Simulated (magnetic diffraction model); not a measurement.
# Which magnetic order? MnTlCuS4

Space group R3m (no. 160), a = 4.1320 Å, c = 30.3340 Å.

| site | atom | x | y | z |
| --- | --- | --- | --- | --- |
| 3a | Tl | 0 | 0 | 0.2021 |
| 3a | Cu | 2/3 | 1/3 | 0.3219 |
| 3a | Mn | 1/3 | 2/3 | 0.0789 |
| 3a | S | 0 | 0 | 0.0760 |
| 3a | S | 1/3 | 2/3 | 0.0039 |
| 3a | S | 2/3 | 1/3 | 0.2416 |
| 3a | S | 1/3 | 2/3 | 0.1557 |

The compound is invented for this exercise: a known structure type with other elements, its cell scaled to their sizes and not relaxed.

Only Cu and Mn are taken to order (form factors of Cu2+ and Mn3+); orders and moment sizes are assumed, and not adapted to the symmetry. Radiation: neutrons of λ = 2.41 Å, 8° to 60°; isotropic B of 0.27 Å² (Tl), 0.27 Å² (Cu), 0.38 Å² (Mn) and 0.37 Å² (S). Simulated constant-wavelength pattern: nuclear and magnetic terms add, the magnetic one as |2.695 fm × Σ f S⊥ exp(2πi Q·r) exp(−B s²)|², summed over all Q at one angle with the factor 1/(sin²θ cos θ). For collinear order S is the moment m, which repeats by lattice and centring translations R with the sign exp(−2πi k·R). Free-ion form factors, Sears's scattering lengths of 1992, no absorption; a label names one of the reflections at its angle. The strongest nuclear line in the range is 100, and lines under 0.2 are left out.

Above the ordering temperature:

```
2θ (°)     index      I
 13.69   (0 0 3)   97.2
 27.58   (0 0 6)   47.7
 39.64   (1 0 1)  100.0
 40.48   (0 1 2)    9.1
 41.90   (0 0 9)   20.0
 43.72   (1 0 4)   46.9
 46.03   (0 1 5)    9.0
 51.79   (1 0 7)   53.0
 55.16   (0 1 8)   59.5
 56.94  (0 0 12)    2.4
```

Below it (cell unchanged):

```csv
2θ (°),I
13.69,188.5
27.58,75.4
39.64,117.4
40.48,18.0
41.90,25.7
43.72,59.9
46.03,15.8
51.79,57.6
55.16,69.7
56.94,4.2
```

**Question.** Find the propagation vector, then choose among these models:
A. collinear moments along [100], 0.83 μB on Cu and 3.48 μB on Mn; signs + at (2/3, 1/3, 0.3219), − at (1/3, 2/3, 0.0789)
B. collinear moments along [101], 0.83 μB on Cu and 3.48 μB on Mn; signs + at (2/3, 1/3, 0.3219), + at (1/3, 2/3, 0.0789)
C. collinear moments along [100], 0.83 μB on Cu and 3.48 μB on Mn; signs + at (2/3, 1/3, 0.3219), + at (1/3, 2/3, 0.0789)
D. collinear moments along [101], 0.83 μB on Cu and 3.48 μB on Mn; signs + at (2/3, 1/3, 0.3219), − at (1/3, 2/3, 0.0789)

No line moves, and magnetic intensity falls on nuclear lines such as the one at 13.69°, so the magnetic cell equals the chemical primitive cell: k = 0.

Magnetic intensity, observed (below minus above) and for each model:

| 2θ (°) | index | observed | A | B | C | D |
| --- | --- | --- | --- | --- | --- | --- |
| 13.69 | (0 0 3) | 91.3 | 91.3 | 1.5 | 81.0 | 1.7 |
| 27.58 | (0 0 6) | 27.6 | 27.6 | 0.2 | 10.7 | 0.5 |
| 39.64 | (1 0 1) | 17.4 | 17.4 | 13.9 | 7.2 | 33.6 |
| 40.48 | (0 1 2) | 8.9 | 8.9 | 27.5 | 15.4 | 15.9 |
| 41.90 | (0 0 9) | 5.8 | 5.8 | 0.1 | 8.3 | 0.1 |
| 43.72 | (1 0 4) | 13.0 | 13.0 | 13.0 | 9.4 | 17.9 |
| 46.03 | (0 1 5) | 6.8 | 6.8 | 16.5 | 14.1 | 8.0 |
| 51.79 | (1 0 7) | 4.5 | 4.5 | 10.6 | 12.4 | 3.9 |

Model A matches.

The structure used: k = (0 0 0), collinear moments along [100], 0.83 μB on Cu and 3.48 μB on Mn; signs + at (2/3, 1/3, 0.3219), − at (1/3, 2/3, 0.0789).

[Logs are printed without paths, hosts, clocks, repeated set-up lines and the standing remarks that a program may print on its own settings, such as how far it seeks lower states.]
